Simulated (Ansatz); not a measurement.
# What SnTe2 (model cell, started as fluorite) distorts into

Which phase does SnTe2 (model cell, started as fluorite) fall into along its unstable mode, and how much energy does it gain?

Method: DFT PBE, scalar-relativistic, plane waves, PAW, in Ansatz 0.2.0.

Most raw output is cut from this account.

The structure was built from a prototype and need not be the compound's stable phase.

### Step 1. Set-up

It takes space group Fm-3m (No. 225, cubic). The conventional cell has a = 7.446 Å, b = 7.446 Å, c = 7.446 Å, α = 90.00°, β = 90.00°, γ = 90.00°. Nearest to Sn lie 8 Te at 3.22 Å. Nearest to Te lie 4 Sn at 3.22 Å. Farther neighbours and most contacts between anions are not listed.

As a file:

```cif
data_structure
_symmetry_space_group_name_H-M 'Fm-3m'
_symmetry_Int_Tables_number 225
_cell_length_a 7.4455
_cell_length_b 7.4455
_cell_length_c 7.4455
_cell_angle_alpha 90.000
_cell_angle_beta 90.000
_cell_angle_gamma 90.000
_cell_volume 412.75
loop_
_atom_site_label
_atom_site_type_symbol
_atom_site_symmetry_multiplicity
_atom_site_Wyckoff_symbol
_atom_site_fract_x
_atom_site_fract_y
_atom_site_fract_z
_atom_site_occupancy
Sn1 Sn 4 a 0.00000 0.00000 0.00000 1
Te1 Te 8 c 0.25000 0.75000 0.75000 1
```

### Step 2. Response at finite wavevector

The cell comes from relaxations at this level that are not shown. Stability and thermal properties need the whole zone. Linear response on a 4×4×4 q mesh gives force constants as far as a supercell of that size would.

File input.yaml:

```yaml
crystal:
  lattice:
    - [0.0, 3.7227547923, 3.7227547923]
    - [3.7227547923, 0.0, 3.7227547923]
    - [3.7227547923, 3.7227547923, 0.0]
  atoms:
    - { symbol: Sn, position: [0.0, 0.0, 0.0] }
    - { symbol: Te, position: [0.25, 0.25, 0.25] }
    - { symbol: Te, position: [0.75, 0.75, 0.75] }
kpoints:
  mp_grid: { grid: [12, 12, 12] }
hamiltonian:
  xc: pbe
scf:
  occupations: { method: methfessel_paxton, width: 0.2 }
output:
  eigenvalues: true
phonons:
  method: dfpt
  qmesh: [4, 4, 4]
  temperatures: { t_max: 1000, t_step: 50 }
  qpath:
    path:
      - [[0.0, 0.0, 0.0], [0.5, 0.0, 0.5], [0.625, 0.25, 0.625]]
      - [[0.375, 0.375, 0.75], [0.0, 0.0, 0.0], [0.5, 0.5, 0.5], [0.5, 0.25, 0.75], [0.5, 0.0, 0.5]]
    npoints: 10
```

The run is started by

```bash
ansatz run input.yaml --threads 4 --pin off --max-ram 7168MiB --backend cpu --events-out ev --progress --plain --runs-dir out
```

Elapsed: 32 min, on 4 threads of Arm Neoverse V2, shared host; peak memory 7 GiB; 2.1 h of CPU time.

This step gave:

| Item | Value |
| --- | --- |
| volume per atom | 34.40 Å³ |
| gap on the k-mesh | 0 eV |
| sum-rule residual before enforcement | 7.00e-5 eV/Å² |
| lowest frequency on the path | -67.02 cm⁻¹ |
| point group | m-3m |
| highest frequency on the path or at a solved wavevector | 78.9 cm⁻¹ |
| highest optical mode at the zone centre (no LO-TO term) | 74.31 cm⁻¹ |
| lowest optical zone-centre mode | 66.35 cm⁻¹ |
| lowest mode on the q mesh (acoustic modes at Γ apart) | -67.02 cm⁻¹ |

Frequencies (cm⁻¹) solved at each irreducible wavevector; negative means imaginary. Frequencies by wavevector, by row:

| q in reciprocal lattice units | star | mode 1 | mode 2 | mode 3 | mode 4 | mode 5 | mode 6 | mode 7 | mode 8 | mode 9 |
| --- | --- | --- | --- | --- | --- | --- | --- | --- | --- | --- |
| 0 0 0 | 1 | 0 | 0 | 0 | 66.3 | 66.3 | 66.3 | 74.3 | 74.3 | 74.3 |
| 0 0 0.25 | 8 | -33.5 | -33.5 | 22.3 | 40 | 59.6 | 59.6 | 72.9 | 73.1 | 73.1 |
| 0 0 -0.5 | 4 | -54.5 | -38.4 | -38.4 | 17.7 | 52.1 | 52.1 | 71.9 | 71.9 | 73 |
| 0 0.25 0.25 | 6 | -19 | -19 | 16.2 | 25.1 | 52.8 | 52.8 | 60.6 | 78.8 | 78.8 |
| 0 0.25 -0.5 | 24 | -57.7 | -33 | -30.4 | 31 | 40.6 | 62.9 | 74.9 | 75.6 | 76.6 |
| 0 0.25 -0.25 | 12 | -45.6 | -43.5 | -9.9 | 19.9 | 48.5 | 49.4 | 71.8 | 74.2 | 78.4 |
| 0 -0.5 -0.5 | 3 | -67 | -26.5 | -26.5 | 38 | 38 | 60.8 | 72.1 | 73.7 | 73.7 |
| 0.25 -0.5 -0.25 | 6 | -55.8 | -34.6 | -34.6 | -30 | 37.3 | 68.7 | 71.6 | 71.6 | 74.6 |

Interpolated from a 4×4×4 q mesh. Phonon branches along the path, in cm⁻¹:

| point | branch 1 | branch 2 | branch 3 | branch 4 | branch 5 | branch 6 | branch 7 | branch 8 | branch 9 |
| --- | --- | --- | --- | --- | --- | --- | --- | --- | --- |
| Γ | 0 | 0 | 0 | 66 | 66 | 66 | 74 | 74 | 74 |
| halfway | -19 | -19 | 16 | 25 | 53 | 53 | 61 | 79 | 79 |
| X | -67 | -26 | -26 | 38 | 38 | 61 | 72 | 74 | 74 |
| halfway | -65 | -27 | -26 | 24 | 35 | 68 | 72 | 73 | 75 |
| U | -61 | -30 | -22 | -17 | 31 | 72 | 72 | 74 | 74 |
| jump to K | -61 | -30 | -22 | -17 | 31 | 72 | 72 | 74 | 74 |
| halfway | -44 | -28 | 23 | 36 | 39 | 60 | 70 | 75 | 78 |
| Γ | 0 | 0 | 0 | 66 | 66 | 66 | 74 | 74 | 74 |
| halfway | -34 | -34 | 22 | 40 | 60 | 60 | 73 | 73 | 73 |
| L | -54 | -38 | -38 | 18 | 52 | 52 | 72 | 72 | 73 |
| halfway | -56 | -37 | -36 | 31 | 43 | 59 | 72 | 76 | 77 |
| W | -56 | -35 | -35 | -30 | 37 | 69 | 72 | 72 | 75 |
| halfway | -63 | -28 | -25 | -23 | 42 | 69 | 71 | 73 | 75 |
| X | -67 | -26 | -26 | 38 | 38 | 61 | 72 | 74 | 74 |

Symmetry leaves 8 wavevectors to solve. The lowest mode among them, the acoustic zeros apart, lies at q = (0, -0.5, -0.5) and is imaginary, 67.0i cm⁻¹, so the energy falls along it.

### Step 3. The mode frozen in, largest atomic shift 0 Å

The mode followed lies at q = (0, -0.5, -0.5) with frequency 67.0i cm⁻¹, the softest among the wavevectors solved. At small amplitude the distorted cell has space group no. 137 by a symmetry search on the positions. The undistorted cell that holds it gives the zero of energy on the same k mesh.

System of this step: SnTe2 (model cell, started as fluorite). Symmetry: Fm-3m, No. 225, cubic system. Conventional cell: a = 7.446 Å, b = 7.446 Å, c = 7.446 Å, α = 90.00°, β = 90.00°, γ = 90.00°. Nearest to Sn lie 8 Te at 3.22 Å. Nearest to Te lie 4 Sn at 3.22 Å. Farther neighbours and most contacts between anions are not listed.

File input.yaml:

```yaml
crystal:
  lattice:
    - [0.0, -3.7227547923, -3.7227547923]
    - [0.0, 3.7227547923, -3.7227547923]
    - [7.4455095846, 0.0, 0.0]
  atoms:
    - { symbol: Sn, position: [0.0, 0.0, 0.0] }
    - { symbol: Sn, position: [0.5, 0.5, 0.5] }
    - { symbol: Te, position: [0.0, 0.5, 0.75] }
    - { symbol: Te, position: [0.5, 0.0, 0.25] }
    - { symbol: Te, position: [1.0, 0.5, 0.25] }
    - { symbol: Te, position: [0.5, 0.0, 0.75] }
kpoints:
  mp_grid: { grid: [8, 8, 6] }
hamiltonian:
  xc: pbe
scf:
  occupations: { method: methfessel_paxton, width: 0.2 }
output:
  forces: true
  stress: true
  eigenvalues: true
```

The job ended after 8.4 s (4 threads; peak memory 0.86 GiB).

This step gave:

```
pressure                         : -0.005759 GPa
energy from the undistorted cell : 0 meV/atom
```

The run ends at a pressure of -0.01 GPa.

### Step 4. The mode frozen in, largest atomic shift 0.45 Å

The atoms are moved along the unstable eigenvector, the largest shift by 0.45 Å, with the cell fixed.

input.yaml, the sections that differ from step 3:

```yaml
crystal:
  lattice:
    - [0.0, -3.7227547923, -3.7227547923]
    - [0.0, 3.7227547923, -3.7227547923]
    - [7.4455095846, 0.0, 0.0]
  atoms:
    - { symbol: Sn, position: [0.0, 0.0, 0.0] }
    - { symbol: Sn, position: [0.5, 0.5, 0.5] }
    - { symbol: Te, position: [0.0, 0.5, 0.8104391137] }
    - { symbol: Te, position: [0.5, 0.0, 0.1895608863] }
    - { symbol: Te, position: [1.0, 0.5, 0.3104391137] }
    - { symbol: Te, position: [0.5, 0.0, 0.6895608863] }
# kpoints, hamiltonian, scf, output: as in step 3
```

Wall time 8.5 s (4 threads); peak memory 0.86 GiB.

This step gave:

```yaml
pressure: -0.06440 GPa
energy_from_the_undistorted_cell: -57.23 meV/atom
```

The energy, extrapolated to zero smearing, is -57.23 meV/atom against the undistorted cell.

The run ends at a pressure of -0.06 GPa, with forces up to 0.058 eV/Å.

### Step 5. Energy along the mode, all amplitudes (two of the runs are shown above)

An imaginary frequency means negative curvature, so the energy should fall and then rise again as anharmonic terms take over.

This step gave:

- depth at the lowest point sampled: 57.23 meV/atom
- largest atomic shift at that point: 0.45 Å

The energy from the parent by largest atomic shift:

| largest atomic shift (Å) | energy from the parent (meV/atom) |
| --- | --- |
| 0.000 | 0 |
| 0.040 | -1.00 |
| 0.080 | -3.92 |
| 0.140 | -11.2 |
| 0.220 | -24.2 |
| 0.320 | -42.0 |
| 0.450 | -57.2 |
| 0.600 | -44.3 |

Displacement at unit largest shift by atom:

| atom | x (Å) | y (Å) | z (Å) | size |
| --- | --- | --- | --- | --- |
| Sn1 | 0.00 | 0.00 | 0.00 | 0.00 |
| Sn2 | 0.00 | 0.00 | 0.00 | 0.00 |
| Te3 | 1.00 | 0.00 | 0.00 | 1.00 |
| Te4 | -1.00 | 0.00 | 0.00 | 1.00 |
| Te5 | 1.00 | 0.00 | 0.00 | 1.00 |
| Te6 | -1.00 | 0.00 | 0.00 | 1.00 |

The lowest of the steps tried is at 0.45 Å, 57.2 meV/atom below the parent; the bottom of the well need not coincide with a step.

### Step 6. Relaxation from the frozen mode

Starting from the lowest point found, all atoms and the cell are let go, so that strain and other modes of the same symmetry can join in.

input.yaml: that of step 4 with these lines changed.

```diff
@@ -22 +22,6 @@
   eigenvalues: true
+relax:
+  adjacent_minimum: "off"
+  f_tol: 0.002
+  max_steps: 120
+  cell: { stress_tol: 0.03 }
```

Run time: 3.7 min. Hardware: 4 threads; peak memory 0.96 GiB; 15 min of CPU time.

Step by step (22 of 25):

| step | energy less that of the first step (eV) | largest force component (eV/Å) | pressure (GPa) | volume (Å³) |
| --- | --- | --- | --- | --- |
| 1 | 0.0000 | 0.0581 | -0.06 | 206.37 |
| 2 | -0.0279 | 0.0101 | 0.07 | 206.24 |
| 3 | -0.1711 | 0.0446 | 0.28 | 205.71 |
| 4 | -0.3745 | 0.0317 | 0.46 | 205.41 |
| 6 | -0.5403 | 0.1916 | -0.30 | 210.56 |
| 7 | -0.5672 | 0.0395 | 0.15 | 209.80 |
| 8 | -0.5691 | 0.0008 | 0.03 | 210.16 |
| 9 | -0.5692 | 0.0000 | 0.00 | 210.35 |
| 10* | -0.6181 | 0.0011 | 0.41 | 210.35 |
| 11 | -0.6667 | 0.0521 | -0.19 | 215.04 |
| 12 | -0.7214 | 0.0432 | 0.09 | 215.04 |
| 14 | -0.8232 | 0.0142 | 0.24 | 216.69 |
| 15 | -0.8393 | 0.0094 | 0.05 | 218.42 |
| 16 | -0.8395 | 0.0017 | 0.00 | 218.65 |
| 17* | -0.8717 | 0.0029 | 0.26 | 218.65 |
| 18 | -0.8945 | 0.0229 | 0.09 | 220.86 |
| 19 | -0.9030 | 0.1223 | 0.18 | 225.11 |
| 20 | -0.8878 | 0.1938 | 0.05 | 221.18 |
| 22 | -0.9136 | 0.0021 | -0.01 | 225.76 |
| 23 | -0.9137 | 0.0022 | 0.02 | 225.92 |
| 24 | -0.9137 | 0.0008 | 0.00 | 226.06 |
| 25* | -0.9153 | 0.0011 | 0.00 | 226.06 |

Relaxation steps marked * repeat the geometry before them on a plane-wave basis chosen anew for their cell, so energy and pressure can jump there. Other such steps can lie between the rows shown. Relaxation step 20 was tried and not accepted.

Forces are held to the 16 operations that the run works with; a distortion that breaks them can't arise in this run.

| cell as run | before | after | change |
| --- | --- | --- | --- |
| a (Å) | 5.265 | 4.367 | -17.1 % |
| b (Å) | 5.265 | 4.367 | -17.1 % |
| c (Å) | 7.446 | 11.854 | +59.2 % |
| volume (Å³/atom) | 34.40 | 37.68 | +9.5 % |

The atoms that moved most (Å, as changes of fractional coordinates times the final cell):

| atom | dx | dy | dz | length |
| --- | --- | --- | --- | --- |
| Te4 | -0.440 | 0.000 | 0.000 | 0.440 |
| Te6 | -0.440 | 0.000 | 0.000 | 0.440 |
| Te5 | 0.440 | 0.000 | 0.000 | 0.440 |
| Te3 | 0.440 | 0.000 | 0.000 | 0.440 |

Final coordinates:

```xyz
6
Lattice="0.0000 -3.0879 -3.0879 0.0000 3.0879 -3.0879 11.8537 0.0000 0.0000" Properties=species:S:1:pos:R:3 pbc="T T T"
Sn    0.0000    0.0000    0.0000
Sn    5.9268    0.0000   -3.0879
Te   10.0471    1.5440   -1.5440
Te    1.8065   -1.5440   -1.5440
Te    4.1203   -1.5440   -4.6319
Te    7.7334   -1.5440   -1.5440
```

This step gave:

```yaml
pressure: -0.004567 GPa
volume_per_atom: 37.68 Å³
```

The distorted start has space group P4_2/nmc; the relaxation ends in P4_2/nmc.

### Step 7. The new phase in its own primitive cell

The relaxed structure is symmetrised, reduced to its primitive cell and relaxed tightly, as its phonons need.

File input.yaml:

```yaml
crystal:
  lattice:
    - [4.366983627, 0.0, 0.0]
    - [0.0, 4.366983627, 0.0]
    - [0.0, 0.0, 11.8536546963]
  atoms:
    - { symbol: Sn, position: [0.0, 0.0, 0.0] }
    - { symbol: Sn, position: [0.5, 0.5, 0.5] }
    - { symbol: Te, position: [0.0, 0.5, 0.8475965835] }
    - { symbol: Te, position: [0.5, 0.0, 0.1524034165] }
    - { symbol: Te, position: [0.0, 0.5, 0.3475965835] }
    - { symbol: Te, position: [0.5, 0.0, 0.6524034165] }
kpoints:
  mp_grid: { grid: [8, 8, 4] }
hamiltonian:
  xc: pbe
scf:
  occupations: { method: methfessel_paxton, width: 0.2 }
output:
  forces: true
  stress: true
  eigenvalues: true
relax:
  adjacent_minimum: "off"
  f_tol: 0.001
  max_steps: 60
  cell: { stress_tol: 0.01 }
```

Run time: 40 s. Hardware: 4 threads; peak memory 0.86 GiB; 2.6 min of CPU time.

The steps of the relaxation:

| step | energy less that of the first step (eV) | largest force component (eV/Å) | pressure (GPa) | volume (Å³) |
| --- | --- | --- | --- | --- |
| 1 | 0.0000 | 0.0016 | -0.01 | 226.06 |
| 2 | 0.0000 | 0.0002 | 0.00 | 226.08 |
| 3 | 0.0000 | 0.0020 | 0.00 | 226.22 |
| 4 | 0.0000 | 0.0022 | 0.00 | 226.33 |
| 5 | 0.0000 | 0.0000 | 0.00 | 226.24 |
| 6* | 0.0000 | 0.0000 | 0.00 | 226.24 |

Relaxation steps marked * repeat the geometry before them on a plane-wave basis chosen anew for their cell, so energy and pressure can jump there. Relaxation step 4 was tried and not accepted.

The run keeps the 16 symmetry operations that it works with, so distortions that break them were not tested.

| conventional cell, symmetrised | before | after | change |
| --- | --- | --- | --- |
| a (Å) | 4.367 | 4.364 | -0.1 % |
| b (Å) | 4.367 | 4.364 | -0.1 % |
| c (Å) | 11.854 | 11.882 | +0.2 % |
| volume (Å³/atom) | 37.68 | 37.71 | +0.1 % |

Numbers from this step:

```
pressure        : -3.95e-5 GPa
volume per atom : 37.71 Å³
```

The largest force component left is 0.043 meV/Å and the pressure is 0.000 GPa, within the tolerances set. The cell now holds 37.71 Å³/atom.

### Step 8. Modes of the new phase, k-mesh 8×8×4

A relaxed structure may still be a saddle point, so its zone-centre modes are computed. No field response is asked, since the mesh shows no gap.

File input.yaml:

```yaml
crystal:
  lattice:
    - [4.3635758911, 0.0, 0.0]
    - [0.0, 4.3635758911, 0.0]
    - [0.0, 0.0, 11.8819066923]
  atoms:
    - { symbol: Sn, position: [0.0, 0.0, 0.0] }
    - { symbol: Sn, position: [0.5, 0.5, 0.5] }
    - { symbol: Te, position: [0.0, 0.5, 0.8479085047] }
    - { symbol: Te, position: [0.5, 0.0, 0.1520914953] }
    - { symbol: Te, position: [0.0, 0.5, 0.3479085047] }
    - { symbol: Te, position: [0.5, 0.0, 0.6520914953] }
kpoints:
  mp_grid: { grid: [8, 8, 4] }
hamiltonian:
  xc: pbe
scf:
  occupations: { method: methfessel_paxton, width: 0.2 }
output:
  eigenvalues: true
phonons:
  method: dfpt
```

The job ended after 2.2 min (4 threads; peak memory 3.1 GiB; 8.7 min of CPU time).

Numbers from this step:

```yaml
sum_rule_residual_before_enforcement: 2.79e-4 eV/Å²
point_group: 4/mmm
highest_optical_mode_at_the_zone_centre_no_lo_to_term: 194.4 cm⁻¹
lowest_optical_zone_centre_mode: 24.23 cm⁻¹
```

Patterns of degenerate modes are one choice out of their space. Modes at Γ, with each element's share of the kinetic energy:

| mode | frequency (cm⁻¹) | symmetry | Sn % | Te % |
| --- | --- | --- | --- | --- |
| 1 | 0.0 | acoustic | 32 | 68 |
| 2 | 0.0 | acoustic | 32 | 68 |
| 3 | 0.0 | acoustic | 32 | 68 |
| 4 | 24.2 | Eg | 31 | 69 |
| 5 | 24.2 | Eg | 31 | 69 |
| 6 | 26.7 | Eu | 16 | 84 |
| 7 | 26.7 | Eu | 16 | 84 |
| 8 | 29.3 | B1g | 28 | 72 |
| 9 | 43.7 | Eg | 20 | 80 |
| 10 | 43.7 | Eg | 20 | 80 |
| 11 | 110.9 | A1g | 0 | 100 |
| 12 | 120.2 | B2u | 0 | 100 |
| 13 | 146.2 | Eu | 52 | 48 |
| 14 | 146.2 | Eu | 52 | 48 |
| 15 | 153.1 | Eg | 49 | 51 |
| 16 | 153.1 | Eg | 49 | 51 |
| 17 | 184.4 | B1g | 72 | 28 |
| 18 | 194.4 | A2u | 68 | 32 |

Displacements in mode 5 (24.2 cm⁻¹), the largest set to 1:
```
Sn1  0.87 -0.57  0.00
Sn2 -0.87  0.57  0.00
Te3  1.00 -0.48  0.00
Te4  0.73 -0.66  0.00
Te5 -0.73  0.66  0.00
Te6 -1.00  0.48  0.00
```

Displacements in mode 11 (110.9 cm⁻¹), the largest set to 1:
```
Sn1  0.00  0.00  0.00
Sn2  0.00  0.00  0.00
Te3  0.00  0.00 -1.00
Te4  0.00  0.00  1.00
Te5  0.00  0.00 -1.00
Te6  0.00  0.00  1.00
```

Before it was imposed, the acoustic sum rule was missed by 2.8e-4 eV/Å². Small misses are needed for a sound result but don't prove that mesh and cutoff are converged. The lowest optical mode is real, 24.2 cm⁻¹.

### Step 9. What came out

| Property | Result |
| --- | --- |
| unstable mode of the parent | q = (0, -0.5, -0.5), 67i cm⁻¹ |
| depth at the lowest point sampled | 57.2 meV/atom |
| largest atomic shift at that point | 0.45 Å |
| space group reached (within 0.01 Å) | P4_2/nmc |
| energy gained over the parent (first relaxation, on the mesh of the frozen mode) | 210 meV/atom |
| volume per atom, phase reached | 37.7 Å³ |
| lowest optical zone-centre mode, phase reached | 24.2 cm⁻¹ |
| highest optical mode at the zone centre (no LO-TO term), phase reached | 194 cm⁻¹ |

In words: Along this mode the structure falls into P4_2/nmc, 210 meV/atom below the parent. At the parent's cell the well is 57.23 meV/atom deep on the steps tried, with its lowest point at a shift of 0.45 Å. Relaxing atoms and cell changes the gain by +152.81 meV/atom against the lowest step (energies at zero smearing). Most of the total comes from this relaxation. The new phase has no imaginary mode at the zone centre of its cell; other wavevectors were not checked. Each path keeps the symmetry of its pattern, so a lower phase may lie along a pattern not tried. With no gap, or one that is small against the smearing, the frequencies hang on the k mesh and the smearing, most of all near Kohn anomalies. A semilocal functional can close a gap that the real compound would have, so the metallic treatment may be an artefact of the level. Spin-orbit coupling is left out, which can matter for the heavy elements here. A phonon run warned that its eigensolver left some bands unconverged in a pass. The starting cell was built on a prototype and not taken from a measurement, so the phase need not exist.

[Logs are printed without paths, hosts, clocks, repeated set-up lines and the standing remarks that a program may print on its own settings, such as how far it seeks lower states.]

[Hosts, paths, dates, database ids (printed as entryN), source tags and the programs' standing remarks are cut or masked in the printed files.]
